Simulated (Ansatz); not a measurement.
# La on Ti(0001): change of the work function, part 2 of 2

How does La on the top site change the work function of Ti(0001) as the layer fills?

Ansatz 0.2.0; plane-wave DFT, PBE, Ansatz PAW.

So far, work function, upper face (eV): step 2 (the clean slab) 4.37; step 3 (37 atoms, coverage 0.111 ML, cell 3x3) 2.96; step 4 (17 atoms, coverage 0.25 ML, cell 2x2) 2.49.

**5. Work function against coverage**

This step: plane-wave DFT, PBE, Ansatz PAW; work function against coverage (Ansatz 0.2.0).

The runs are now put side by side.

This step gave:

```yaml
work_function_of_the_clean_face: 4.373 eV
largest_change_of_the_work_function: -1.880 eV
```

Work function of the covered face against coverage:

| coverage (adsorbates/nm²) | work function of the covered face (eV) |
| --- | --- |
| 0.00 | 4.37 |
| 1.47 | 2.96 |
| 3.32 | 2.49 |

The dipole per adsorbate comes from the change of the cell's dipole. Coverage, by row:

| coverage (1/nm²) | coverage (ML) | work function (eV) | change (eV) | dipole per adsorbate, positive end outwards (debye) | mean height of the added atoms over the highest substrate atom (Å) |
| --- | --- | --- | --- | --- | --- |
| 1.474 | 0.1111 | 2.959 | -1.414 | 2.531 | 2.281 |
| 3.317 | 0.25 | 2.493 | -1.88 | 1.498 | 2.231 |

**6. The slab at 0.25 ML, atoms frozen**

This step: plane-wave DFT, PBE, Ansatz PAW (Ansatz 0.2.0).

To see where the charge goes, the covered slab, the bare substrate and the adsorbate layer are each run at the same frozen positions and on the same grid.

Contents of input.yaml:

```yaml
crystal:
  lattice:
    - [5.9, 0.0, 0.0]
    - [2.95, 5.1095498824, 0.0]
    - [0.0, 0.0, 28.7747788335]
  atoms:
    - { symbol: Ti, position: [0.3333333333, 0.3333333333, 0.312773907] }
    - { symbol: Ti, position: [0.0, 0.0, 0.3941750539] }
    - { symbol: Ti, position: [0.3333333333, 0.3333333333, 0.4809009477] }
    - { symbol: Ti, position: [0.0, 0.0, 0.5451189224] }
    - { symbol: Ti, position: [0.3333333333, 0.8333333333, 0.312773907] }
    - { symbol: Ti, position: [0.0, 0.5, 0.3941750539] }
    - { symbol: Ti, position: [0.3448403843, 0.8275798078, 0.476136671] }
    - { symbol: Ti, position: [-0.0001748004, 0.5000874002, 0.5584150745] }
    - { symbol: Ti, position: [0.8333333333, 0.3333333333, 0.312773907] }
    - { symbol: Ti, position: [0.5, 0.0, 0.3941750539] }
    - { symbol: Ti, position: [0.8275798078, 0.3448403843, 0.476136671] }
    - { symbol: Ti, position: [0.5000874002, -0.0001748004, 0.5584150745] }
    - { symbol: Ti, position: [0.8333333333, 0.8333333333, 0.312773907] }
    - { symbol: Ti, position: [0.5, 0.5, 0.3941750539] }
    - { symbol: Ti, position: [0.8275798078, 0.8275798078, 0.476136671] }
    - { symbol: Ti, position: [0.5000874002, 0.5000874002, 0.5584150745] }
    - { symbol: La, position: [0.0, 0.0, 0.6359484395] }
kpoints:
  mp_grid: { grid: [6, 6, 1] }
hamiltonian:
  xc: pbe
scf:
  occupations: { method: fermi_dirac, width: 0.1 }
  convergence: { dr2_threshold: 1.0e-08 }
efield:
  axis: 3
  dipole_correction: true
  ramp_position: 0.97
  ramp_width: 0.06
output:
  write_potential: true
  write_density: true
  volumetric_format: npy
```

The run is started by

```sh
ansatz run input.yaml --threads 4 --pin off --max-ram 12288MiB --backend cpu --events-out ev --progress --plain --runs-dir out
```

Run time: 34 s. Hardware: 4 threads of Arm Neoverse V2, shared host; peak memory 2.5 GiB.

This step gave:

```
energy at zero smearing        : -46238.0722 eV
work function, lower face      : 4.415 eV
dipole along the normal        : 0.3202 e·Å
step between the vacuum levels : -1.922 eV
```

The work function of the upper face is 2.49 eV.

**7. The substrate of the 0.25 ML cell alone**

System of this step: La/Ti(0001), substrate alone, atoms held. The cell holds 16 atoms: 16 Ti. Cell: a = 5.900 Å, b = 5.900 Å, c = 28.775 Å, α = 90.0°, β = 90.0°, γ = 60.0°. Vacuum lies along c.

The second part, atoms unmoved.

input.yaml, as its differences from that of step 6:

```diff
@@ -22,3 +22,2 @@
     - { symbol: Ti, position: [0.5000874002, 0.5000874002, 0.5584150745] }
-    - { symbol: La, position: [0.0, 0.0, 0.6359484395] }
 kpoints:
```

The job ended after 27 s (4 threads; peak memory 2.3 GiB).

Numbers from this step:

* energy at zero smearing: -39986.7632 eV
* work function, upper face: 4.271 eV
* work function, lower face: 4.422 eV
* dipole along the normal: 0.02501 e·Å
* step between the vacuum levels: -0.1501 eV

The work function of the upper face is 4.27 eV.

**8. The adsorbate layer of the 0.25 ML cell alone**

System of this step: La/Ti(0001), adsorbate layer alone, atoms held. The cell holds 1 atom: 1 La. Its edges and angles: a = 5.900 Å, b = 5.900 Å, c = 28.775 Å, α = 90.0°, β = 90.0°, γ = 60.0°. Vacuum lies along c.

The third part; a free layer of atoms may carry a moment, so spin is on.

input.yaml, the sections that differ from step 7:

```yaml
crystal:
  lattice:
    - [5.9, 0.0, 0.0]
    - [2.95, 5.1095498824, 0.0]
    - [0.0, 0.0, 28.7747788335]
  atoms:
    - { symbol: La, position: [0.0, 0.0, 0.6359484395], spin: 1.0 }
magnetization:
  spin_polarized: true
# kpoints, hamiltonian, scf, efield, output: as in step 7
```

Run time: 13 s. Hardware: 4 threads; peak memory 1.2 GiB.

Numbers from this step:

* energy at zero smearing: -6246.4090 eV
* total moment: 1.071 μB
* site moments: 0.9638 μB
* work function, upper face: 3.091 eV
* dipole along the normal: -3.07e-5 e·Å

Site moment by atom:

| atom | site moment (μB) |
| --- | --- |
| La1 | 0.964 |

The free layer carries a moment of 1.1 μB a cell.

**9. Density difference at 0.25 ML**

This step: plane-wave DFT, PBE, Ansatz PAW; density difference on adsorption (Ansatz 0.2.0).

The densities of the parts are taken from that of the whole and averaged over planes; the first moment of what is left gives the step in the potential.

Numbers from this step:

```
largest charge moved                 : 0.01110 e/Å²
potential step from the moved charge : -1.772 eV
```

The electron density difference oscillates, so the rows of the table below give means over windows of 1 Å about each position, cut where the curve ends. Its maxima inside the range that stand out by 2 % of the span (Å: e/Å³): 12.9: 6.1e-4, 14.4: -5.2e-4, 17.3: 0.0193, 19.0: 0.00409. Its minima: 14.1: -0.00120, 15.8: -0.00905, 18.3: -0.0139, 19.9: -0.00412.

Planar mean, whole system less its parts. The electron density difference by z; means over each step:

| z (Å) | electron density difference (e/Å³) |
| --- | --- |
| 6 | 1.8e-6 |
| 7 | 4.4e-6 |
| 8 | -5.2e-5 |
| 9 | -1.8e-5 |
| 10 | 1.3e-4 |
| 11 | -2.0e-5 |
| 12 | -1.4e-4 |
| 13 | 2.5e-4 |
| 14 | -6.0e-4 |
| 15 | -0.00204 |
| 16 | -0.00462 |
| 17 | 0.0147 |
| 18 | -0.00291 |
| 19 | 4.3e-4 |
| 20 | -0.00349 |
| 21 | -0.00138 |
| 22 | -2.2e-4 |
| 23 | -2.7e-5 |
| 24 | -2.4e-6 |
| 25 | -8.2e-8 |

Planar mean, whole system less its parts. Electrons moved below z against z:

z (Å), electrons moved below z (e/Å²) and a bar from the least value:
```
        6     0.0000 ############
        7     0.0000 ############
        8     0.0000 ############
        9     0.0000 ############
       10     0.0000 ############
       11     0.0001 ############
       12    -0.0001 ############
       13     0.0002 #############
       14    -0.0001 ############
       15    -0.0012 ##########
       16    -0.0067 
       17    -0.0003 ############
       18     0.0098 ##############################
       19     0.0048 #####################
       20     0.0031 ##################
       21     0.0006 #############
       22     0.0001 ############
       23     0.0000 ############
       24     0.0000 ############
```

**10. A changed input**

This step: plane-wave DFT, PBE, Ansatz PAW (Ansatz 0.2.0).

System of this step: La/Ti(0001). The cell holds 17 atoms: 16 Ti and 1 La. Cell: a = 5.900 Å, b = 5.900 Å, c = 28.775 Å, α = 90.0°, β = 90.0°, γ = 60.0°. Vacuum lies along c.

An input spoilt on purpose, to show how the run answers: it repeats the earlier run at 0.25 ML with kpoints.mp_grid.grid from [6, 6, 1] to [1, 1, 1], and scf.max_iter set to 50; its output block differs too.

Contents of input.yaml:

```yaml
crystal:
  lattice:
    - [5.9, 0.0, 0.0]
    - [2.95, 5.1095498824, 0.0]
    - [0.0, 0.0, 28.7747788335]
  atoms:
    - { symbol: Ti, position: [0.3333333333, 0.3333333333, 0.312773907] }
    - { symbol: Ti, position: [0.0, 0.0, 0.3941750539] }
    - { symbol: Ti, position: [0.3333333333, 0.3333333333, 0.4779395189] }
    - { symbol: Ti, position: [0.0, 0.0, 0.5533067318] }
    - { symbol: Ti, position: [0.3333333333, 0.8333333333, 0.312773907] }
    - { symbol: Ti, position: [0.0, 0.5, 0.3941750539] }
    - { symbol: Ti, position: [0.3333333333, 0.8333333333, 0.4779395189] }
    - { symbol: Ti, position: [0.0, 0.5, 0.5533067318] }
    - { symbol: Ti, position: [0.8333333333, 0.3333333333, 0.312773907] }
    - { symbol: Ti, position: [0.5, 0.0, 0.3941750539] }
    - { symbol: Ti, position: [0.8333333333, 0.3333333333, 0.4779395189] }
    - { symbol: Ti, position: [0.5, 0.0, 0.5533067318] }
    - { symbol: Ti, position: [0.8333333333, 0.8333333333, 0.312773907] }
    - { symbol: Ti, position: [0.5, 0.5, 0.3941750539] }
    - { symbol: Ti, position: [0.8333333333, 0.8333333333, 0.4779395189] }
    - { symbol: Ti, position: [0.5, 0.5, 0.5533067318] }
    - { symbol: La, position: [0.0, 0.0, 0.687226093] }
kpoints:
  mp_grid: { grid: [1, 1, 1] }
hamiltonian:
  xc: pbe
scf:
  occupations: { method: fermi_dirac, width: 0.1 }
  convergence: { dr2_threshold: 1.0e-08 }
  max_iter: 50
efield:
  axis: 3
  dipole_correction: true
  ramp_position: 0.97
  ramp_width: 0.06
relax:
  f_tol: 0.02
  max_steps: 60
  constraints: [{ sites: [0, 1, 4, 5, 8, 9, 12, 13] }]
output:
  bader: true
  dos: { projected: true, e_range: [-8, 4] }
  write_potential: true
  write_density: true
  volumetric_format: npy
```

It took 55 s on 4 threads; peak memory 0.83 GiB; 3.5 min of CPU time.

| quantity | this run | earlier run | difference |
| --- | --- | --- | --- |
| work function, upper face (eV) | 3.027 | 2.493 | 0.53 |
| work function, lower face (eV) | 4.991 | 4.416 | 0.58 |
| dipole along the normal (e·Å) | 0.3271 | 0.3203 | 0.0068 |

What moves beyond 0.01 in its unit (for the dipole 0.5 % and 5e-5 e·Å): work function, lower face (+0.575 eV), work function, upper face (+0.534 eV) and dipole along the normal (+0.00684 e·Å).

The fault (one k-point for a small cell) shows in the results, which are not taken further.

**11. The same run with other settings: kpoints.mp_grid.shift = [0.5, 0.5, 0.0]**

System of this step: Ti(0001). The cell holds 4 atoms: 4 Ti. Its edges and angles: a = 2.950 Å, b = 2.950 Å, c = 25.027 Å, α = 90.0°, β = 90.0°, γ = 60.0°. Vacuum lies along c.

Another changed input: it repeats the earlier run at 0 ML with kpoints.mp_grid.shift to [0.5, 0.5, 0.0].

Contents of input.yaml:

```yaml
crystal:
  lattice:
    - [2.95, 0.0, 0.0]
    - [1.475, 2.5547749412, 0.0]
    - [0.0, 0.0, 25.0269]
  atoms:
    - { symbol: Ti, position: [0.6666666667, 0.6666666667, 0.3596130564] }
    - { symbol: Ti, position: [0.0, 0.0, 0.4532043521] }
    - { symbol: Ti, position: [0.6666666667, 0.6666666667, 0.5467956479] }
    - { symbol: Ti, position: [0.0, 0.0, 0.6403869436] }
kpoints:
  mp_grid: { grid: [12, 12, 1], shift: [0.5, 0.5, 0.0] }
hamiltonian:
  xc: pbe
scf:
  occupations: { method: fermi_dirac, width: 0.1 }
  convergence: { dr2_threshold: 1.0e-08 }
efield:
  axis: 3
  dipole_correction: true
  ramp_position: 0.97
  ramp_width: 0.06
relax:
  f_tol: 0.02
  max_steps: 60
  constraints: [{ sites: [0, 1] }]
output:
  write_potential: true
  write_density: true
  volumetric_format: npy
```

The job ended after 20 s (4 threads; peak memory 0.58 GiB; 78 s of CPU time).

Step by step:

| step | energy less that of the first step (eV) | largest force component (eV/Å) |
| --- | --- | --- |
| 1 | 0.0000 | 0.6168 |
| 2 | -0.0396 | 0.4409 |
| 3 | -0.0569 | 0.0128 |

The atoms that moved most (Å):

| atom | dx | dy | dz | length |
| --- | --- | --- | --- | --- |
| Ti4 | 0.000 | 0.000 | -0.106 | 0.106 |
| Ti3 | -0.001 | -0.001 | 0.068 | 0.068 |

The relaxed structure:

```cif
data_structure
_symmetry_space_group_name_H-M 'P 1'
_symmetry_Int_Tables_number 1
_cell_length_a 2.9500
_cell_length_b 2.9500
_cell_length_c 25.0269
_cell_angle_alpha 90.000
_cell_angle_beta 90.000
_cell_angle_gamma 60.000
_cell_volume 188.62
loop_
_atom_site_label
_atom_site_type_symbol
_atom_site_fract_x
_atom_site_fract_y
_atom_site_fract_z
_atom_site_occupancy
Ti1 Ti 0.66667 0.66667 0.35961 1
Ti2 Ti 0.00000 0.00000 0.45320 1
Ti3 Ti 0.66635 0.66635 0.54953 1
Ti4 Ti 0.99989 0.99989 0.63615 1
```

This step gave:

```
energy at zero smearing        : -9996.7498 eV
work function, upper face      : 4.370 eV
work function, lower face      : 4.423 eV
dipole along the normal        : 0.002198 e·Å
step between the vacuum levels : -0.05278 eV
```

| quantity | this run | earlier run | difference |
| --- | --- | --- | --- |
| work function, upper face (eV) | 4.370 | 4.373 | -0.0028 |
| work function, lower face (eV) | 4.423 | 4.423 | -5.4e-4 |
| dipole along the normal (e·Å) | 0.002198 | 0.002103 | 9.5e-5 |

What moves beyond 0.01 in its unit (for the dipole 0.5 % and 5e-5 e·Å): dipole along the normal (+9.5e-05 e·Å).

**12. Summary of results**

```yaml
work_function_of_the_clean_face: 4.37 eV
work_function_at_0p11_ml: 2.96 eV
work_function_at_0p25_ml: 2.49 eV
dipole_per_adsorbate_at_0p11_ml_positive_end_outwards: 2.53 D
step_of_the_potential_from_the_moved_charge_at_0p25_ml_upper_less_lower_side_atoms_held: -1.77 eV
```

What this shows: La lowers the work function of Ti(0001) at the lowest coverage, by 1.41 eV: the adsorbate layer has its positive end outwards. The slab has 4 layers, at the tabulated experimental lattice constant, one starting site was run, and quantum-size effects of a slab this thin can reach one or two tenths of an eV. The main runs have no spin polarisation; a magnetic state could lie lower and would change these results.

[Logs are printed without paths, hosts, clocks, repeated set-up lines and the standing remarks that a program may print on its own settings, such as how far it seeks lower states.]

[Hosts, paths, dates, database ids (printed as entryN), source tags and the programs' standing remarks are cut or masked in the printed files.]

[Maps of the electrostatic potential energy from Ansatz leave out the sawtooth potential of an applied field or a dipole correction, so their vacuum need not be flat; planar profiles and work functions include it.]
